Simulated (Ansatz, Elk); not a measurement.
# How far do independent atoms describe CdPb2?

Structure refinements treat a crystal as free atoms side by side. For a made-up structure of CdPb2 (cell and positions from a PBE relaxation) the runs below show what the calculated density changes in F(hkl).

Program: Elk 11.2.3 (patched build). Level of theory: DFT, PBE, all-electron APW+lo, Dirac cores, scalar-relativistic bands, static density, no spin. Results are calculated unless marked as measured.

The structure was built from a prototype and need not be the compound's stable phase.

### 1. Starting point

The structure is trigonal, space group P-3m1 (No. 164). Conventional cell: a = 4.413 Å, b = 4.413 Å, c = 5.605 Å, α = 90.00°, β = 90.00°, γ = 120.00°. Nearest to Pb lie 3 Cd at 3.10 Å and 3 Pb at 3.29 Å. Nearest to Cd lie 6 Pb at 3.10 Å. Farther neighbours are not listed.

Coordinates:

```cif
data_structure
_symmetry_space_group_name_H-M 'P-3m1'
_symmetry_Int_Tables_number 164
_cell_length_a 4.4135
_cell_length_b 4.4135
_cell_length_c 5.6048
_cell_angle_alpha 90.000
_cell_angle_beta 90.000
_cell_angle_gamma 120.000
_cell_volume 94.55
loop_
_atom_site_label
_atom_site_type_symbol
_atom_site_symmetry_multiplicity
_atom_site_Wyckoff_symbol
_atom_site_fract_x
_atom_site_fract_y
_atom_site_fract_z
_atom_site_occupancy
Pb1 Pb 2 d 0.33333 0.66667 0.31460 1
Cd1 Cd 1 a 0.00000 0.00000 0.00000 1
```

### 2. Ground state and structure factors

An all-electron density is needed, since X-rays see the cores too. Task 0 finds the density and task 195 Fourier-transforms it; tshift is off so that phases refer to the origin typed.

elk.in

```
tasks
  0
  195

xctype
  20

spinpol
  .false.

rgkmax
  7.0

gmaxvr
  14.0

lmaxo
  7

lmaxapw
  8

swidth
  0.002

tshift
  .false.

ramdisk
  .false.

hmaxvr
  5.5

maxscl
  120

epspot
  1e-06

sppath
  './'

avec
  8.34030575880 0.00000000000 0.00000000000
  -4.17015287940 7.22291666245 -0.00000000000
  0.00000000000 -0.00000000000 10.59149646201

atoms
  2
  'Pb.in'
  2
  0.3333333333 0.6666666667 0.3145967656   0.000000 0.000000 0.000000
  0.6666666667 0.3333333333 0.6854032344   0.000000 0.000000 0.000000
  'Cd.in'
  1
  -0.0000000000 -0.0000000000 0.0000000000   0.000000 0.000000 0.000000

ngridk
  6 6 4
```

On the command line:

```sh
$ OMP_NUM_THREADS=4 elk
```

Numbers of over 12 decimals in the logs are rounded to 6 here.

The program printed:

```text
┌─────────────────────────┐
│ Elk code version 11.2.3 │
└─────────────────────────┘

All units are atomic (Hartree, Bohr, etc.)

┌─────────────────────────────────────────────────┐
│ Ground-state run starting from atomic densities │
└─────────────────────────────────────────────────┘

Lattice vectors :
   8.340305759       0.000000000       0.000000000
  -4.170152879       7.222916662      -0.000000000
   0.000000000      -0.000000000       10.59149646

Reciprocal lattice vectors :
  0.7533519141      0.4349479304       0.000000000
  -0.000000000      0.8698958607       0.000000000
  -0.000000000       0.000000000      0.5932292316

Unit cell volume      :    638.0458699
Brillouin zone volume :   0.3887654871

Muffin-tin inner radius fraction :   0.1000000000E-01

Nuclei treated as point charges

Species : 1 (Pb)
 parameters loaded from : Pb.in
 name : lead
 nuclear charge    :   -82.00000000
 electronic charge :    82.00000000
 atomic mass :    377702.4943
 muffin-tin radius :    2.800000000
 number of radial points in muffin-tin :   1393
 inner part over the whole radius :   0.9993555083E-02
 number on inner part of muffin-tin    :   1001
 approximate nuclear radius :   0.1047603524E-03
 number of mesh points to nuclear radius :    525
 atomic positions (lattice), magnetic fields (Cartesian) :
  1 :   0.33333333 -0.33333333  0.31459677    0.00000000  0.00000000  0.00000000
  2 :  -0.33333333  0.33333333 -0.31459677    0.00000000  0.00000000  0.00000000

Species : 2 (Cd)
 parameters loaded from : Cd.in
 name : cadmium
 nuclear charge    :   -48.00000000
 electronic charge :    48.00000000
 atomic mass :    204912.7176
 muffin-tin radius :    2.600000000
 number of radial points in muffin-tin :   1193
 inner part over the whole radius :   0.9972693929E-02
 number on inner part of muffin-tin    :    850
 approximate nuclear radius :   0.8708852602E-04
 number of mesh points to nuclear radius :    426
 atomic positions (lattice), magnetic fields (Cartesian) :
  1 :   0.00000000  0.00000000  0.00000000    0.00000000  0.00000000  0.00000000

Total number of atoms per unit cell :    3
Total muffin-tin volume :    257.5268218
 ratio of muffin-tin to unit cell volume :   0.4036180374

Spin treatment :
 spin-unpolarised

Number of Bravais lattice symmetries :   24
Number of crystal symmetries         :   12
Crystal has inversion symmetry
Real symmetric eigensolver will be used

k-point grid :      6     6     4
k-point offset :    0.000000000       0.000000000       0.000000000
k-point set is reduced with full crystal symmetry group
Total number of k-points :       24

Muffin-tin radius times maximum |G+k| :    7.000000000
 using average radius
Maximum |G+k| for APW functions       :    2.560975610
Maximum (1/2)|G+k|²                   :    3.279298037
Maximum |G| for potential and density :    14.00000000
Constant for pseudocharge density :   10
 order of it for each species :   17  17
 order of it for pair densities of each species (exact exchange by exxq0 0: 18) :   10   8
Radial integration step length :    1

G-vector grid sizes :     40    40    48
Number of G-vectors :    29537

Maximum angular momentum used for
 APW functions            :    8
 outer part of muffin-tin :    7
 inner part of muffin-tin :    2

Total nuclear charge    :   -212.0000000
Total core charge       :    166.0000000
Total valence charge    :    46.00000000
Total excess charge     :    0.000000000
Total electronic charge :    212.0000000

Effective Wigner radius, rₛ :   0.8956585524

Number of empty states         :     12
Total number of valence states :     36
Total number of core states    :    166

Third-order local-orbitals added for an l without core states : T
Total number of local-orbitals :     47

Exchange-correlation functional :     20     0     0
 Perdew-Burke-Ernzerhof, Phys. Rev. Lett. 77, 3865 (1996)
 gradient requirement :    1
 generalised gradient approximation (GGA)

Smearing type :    3
 Fermi-Dirac
Smearing width :   0.2000000000E-02
[...]
electron entropic           :    -0.57442921420422E-03
 total energy                :     -47454.239052160

Density of states at Fermi energy :    41.52834464
 (states/Hartree/unit cell)

Estimated indirect band gap :   0.4499665892E-02
 from k-point 22 to k-point 6
Estimated direct band gap   :   0.2032665937E-01
 at k-point 9

Charges :
 core                        :    166.0000000
 valence                     :    46.00000000
 interstitial                :    4.889103405
 muffin-tins (core leakage)
  species : 1 (Pb)
   atom 1                    :    80.30391990     (  0.1222075658E-02)
   atom 2                    :    80.30391990     (  0.1222075658E-02)
  species : 2 (Cd)
   atom 1                    :    46.50305680     (  0.2502436825E-03)
 total in muffin-tins        :    207.1108966
 total calculated charge     :    211.9974102
 total charge                :    212.0000000
 error                       :   0.2589827981E-02

RMS change in Kohn-Sham potential (target) :   0.1315522212     (  0.1000000000E-05)
Absolute change in total energy (target)   :   0.3147408955     (  0.1000000000E-03)

[... loops 3 to 14 left out ...]

┌──────────────────┐
│ Loop number : 15 │
└──────────────────┘

Energies :
 Fermi                       :     0.171058
 sum of occupied eigenvalues :     -29260.295336418
 electron kinetic            :      54607.519312946
 core electron kinetic       :      54162.616985428
 Coulomb                     :     -101125.42350727
 Coulomb potential           :     -82644.140931617
 nuclear-nuclear             :     -3673.4852891761
 electron-nuclear            :     -112324.34323303
 Hartree                     :      14872.405014931
 Madelung                    :     -59803.353041465
 xc potential                :     -1223.6737177459
 exchange                    :     -922.73052873240
 correlation                 :     -12.663151841461
 electron entropic           :    -0.64777397559618E-03
 total energy                :     -47453.298522676

Density of states at Fermi energy :    48.36848410
 (states/Hartree/unit cell)

Estimated indirect band gap :   0.3703463663E-02
 from k-point 13 to k-point 6
Estimated direct band gap   :   0.1973926757E-01
 at k-point 9

Charges :
 core                        :    166.0000000
 valence                     :    46.00000000
 interstitial                :    4.739978158
 muffin-tins (core leakage)
  species : 1 (Pb)
[...]
species : 2 (Cd)
[...]
total in muffin-tins        :    207.2600218
 total calculated charge     :    211.9975090
 total charge                :    212.0000000
 error                       :   0.2490998878E-02

RMS change in Kohn-Sham potential (target) :   0.9602691850E-07 (  0.1000000000E-05)
Absolute change in total energy (target)   :   0.8371505828E-04 (  0.1000000000E-03)

Convergence targets achieved

┌──────────────────┐
│ Loop number : 16 │
└──────────────────┘

Energies :
 Fermi                       :     0.171058
 sum of occupied eigenvalues :     -29260.295345417
 electron kinetic            :      54607.519304129
 core electron kinetic       :      54162.616976977
 Coulomb                     :     -101125.42350634
 Coulomb potential           :     -82644.140930999
 nuclear-nuclear             :     -3673.4852891761
 electron-nuclear            :     -112324.34323152
 Hartree                     :      14872.405014363
 Madelung                    :     -59803.353040837
 xc potential                :     -1223.6737185476
 exchange                    :     -922.73052873471
 correlation                 :     -12.663151844970
 electron entropic           :    -0.64777416176894E-03
 total energy                :     -47453.298530561

Density of states at Fermi energy :    48.36850277
 (states/Hartree/unit cell)

Estimated indirect band gap :   0.3703460561E-02
 from k-point 13 to k-point 6
Estimated direct band gap   :   0.1973927017E-01
 at k-point 9

Charges :
 core                        :    166.0000000
 valence                     :    46.00000000
 interstitial                :    4.739978222
 muffin-tins (core leakage)
  species : 1 (Pb)
   atom 1                    :    80.32661424     (  0.1180137362E-02)
   atom 2                    :    80.32661424     (  0.1180137362E-02)
  species : 2 (Cd)
   atom 1                    :    46.60679329     (  0.2406414612E-03)
 total in muffin-tins        :    207.2600218
 total calculated charge     :    211.9975090
 total charge                :    212.0000000
 error                       :   0.2490998787E-02

┌──────────────────────────────┐
│ Self-consistent loop stopped │
└──────────────────────────────┘

Warning : core states of species 1 leak from the muffin-tin :   0.1180137362E-02

Warning : core states of species 2 leak from the muffin-tin :   0.2406414612E-03

Wrote STATE.OUT
```

Run time: 24 s. Hardware: 4 threads of Arm Neoverse V1, shared host; peak memory 0.17 GiB; 57 s of CPU time.

SFACRHO.OUT:

```text

h k l indices transformed by vhmat matrix:
   1.000000000       0.000000000       0.000000000    
   0.000000000       1.000000000       0.000000000    
   0.000000000       0.000000000       1.000000000    

      h      k      l  multipl.   |H|            Re(F)            Im(F)           |F|

      0      0      0      1   0.0000000       212.00000      0.40536718E-16   212.00000    
      0      0     -1      2  0.59322923      -16.515733     -0.17697884E-13   16.515733    
      0     -1      0      6  0.86989586      -32.139042      0.21881978E-17   32.139042    
      1     -1     -1      6   1.0529196      -45.860788      0.35429099E-13   45.860788    
      1     -1      1      6   1.0529196       186.08018     -0.65324514E-13   186.08018    
      0      0     -2      2   1.1864585      -57.913315     -0.35428026E-13   57.913315    
      1     -1      2      6   1.4711908     -0.93968202      0.35417628E-13  0.93968202    
      0     -1      2      6   1.4711908       169.26268      0.14004215E-16   169.26268    
     -1      2      0      6   1.5067038       171.87246      0.59951499E-13   171.87246    
     -1      2     -1     12   1.6192830      -15.836159     -0.35418535E-13   15.836159    
      2      0      0      6   1.7397917      -29.325384      0.53121143E-13   29.325384    
      0      0     -3      2   1.7796877       155.19698      0.53088580E-13   155.19698    
      0     -2      1      6   1.8381502       160.44448      0.90120313E-17   160.44448    
      2     -2      1      6   1.8381502      -41.483995      0.70804481E-13   41.483995    
     -1      2     -2     12   1.9177696      -52.302129     -0.70861765E-13   52.302129    
      0      1     -3      6   1.9809107       12.347535     -0.17760132E-13   12.347535    
     -1      1     -3      6   1.9809107      -61.777066     -0.75301118E-13   61.777066    
      2     -2      2      6   2.1058392       150.09049     -0.10627131E-12   150.09049
```

Elk indexes on the primitive cell of elk.in and gives |H| = 4π sin θ/λ in inverse bohr. Below, one row stands for each form hkl of the conventional cell (m members, Friedel mates merged), F is for one primitive cell and the density is static (no thermal factor). Free-atom factors are Waasmaier and Kirfel's, and R is Σm||F|−|F'||/Σm|F|.

| hkl | m | sin θ/λ (Å⁻¹) | abs F, DFT | neutral atoms | diff. |
| --- | --- | --- | --- | --- | --- |
| 001 | 2 | 0.089 | 16.516 | 16.536 | -0.021 |
| 100 | 6 | 0.131 | 32.139 | 32.148 | -0.009 |
| 101 | 6 | 0.158 | 45.861 | 45.868 | -0.007 |
| 011 | 6 | 0.158 | 186.080 | 186.330 | -0.250 |
| 002 | 2 | 0.178 | 57.913 | 57.924 | -0.011 |
| 012 | 6 | 0.221 | 0.940 | 0.869 | +0.071 |
| 102 | 6 | 0.221 | 169.263 | 169.554 | -0.291 |
| 110 | 6 | 0.227 | 171.873 | 172.125 | -0.252 |
| 111 | 12 | 0.243 | 15.836 | 15.768 | +0.068 |
| 200 | 6 | 0.262 | 29.325 | 29.271 | +0.054 |
| 003 | 2 | 0.268 | 155.197 | 155.396 | -0.199 |
| 201 | 6 | 0.276 | 160.445 | 160.602 | -0.157 |
| 021 | 6 | 0.276 | 41.484 | 41.431 | +0.053 |
| 112 | 12 | 0.288 | 52.302 | 52.260 | +0.042 |

### 3. The highest occupied states alone

An energy window below the Fermi level keeps the highest occupied states, to see at which angles they scatter; shallow core shells can lie inside it and anion s states outside. No new self-consistency is needed.

Changes to elk.in since step 2:

```diff
@@ -1,3 +1,2 @@
 tasks
-  0
   195
@@ -40,2 +39,5 @@
 
+wsfac
+  -0.196430 0.471060
+
 sppath
```

On the command line:

```sh
$ OMP_NUM_THREADS=4 elk
```

The program printed:

```text
┌─────────────────────────────────┐
│ Elk code version 11.2.3 started │
└─────────────────────────────────┘

Info(readinput): the functional depends on the density's gradient
 muffin-tin radial points multiplied by    2.00000
 (not where nrmtscf is given)

┌────────────────────┐
│ Current task : 195 │
└────────────────────┘

Info(sfacrho): density structure factors written to SFACRHO.OUT

 Energy window :  -0.1964300000      0.4710600000

┌──────────────────┐
│ Elk code stopped │
└──────────────────┘
```

The job ended after 11 s (4 threads; peak memory 0.17 GiB; 14 s of CPU time).

States within 10 eV below the Fermi level hold 19.71 electrons; any levels below the window count with the cores, and a count that is not whole means the window cuts a band. Their amplitudes can exceed the total, where window and core parts have opposite phase:

| hkl | sin θ/λ (Å⁻¹) | abs F, window | abs F, all |
| --- | --- | --- | --- |
| 001 | 0.089 | 8.151 | 16.516 |
| 100 | 0.131 | 7.027 | 32.139 |
| 101 | 0.158 | 6.323 | 45.861 |
| 011 | 0.158 | 8.593 | 186.080 |
| 002 | 0.178 | 5.840 | 57.913 |
| 012 | 0.221 | 4.949 | 0.940 |
| 102 | 0.221 | 4.994 | 169.263 |
| 110 | 0.227 | 4.806 | 171.873 |
| 111 | 0.243 | 4.333 | 15.836 |
| 200 | 0.262 | 3.889 | 29.325 |

(Continued in part 2 of 2.)

[Logs are printed without paths, hosts, clocks, repeated set-up lines and the standing remarks that a program may print on its own settings, such as how far it seeks lower states.]

[Hosts, paths, dates, database ids (printed as entryN), source tags and the programs' standing remarks are cut or masked in the printed files.]
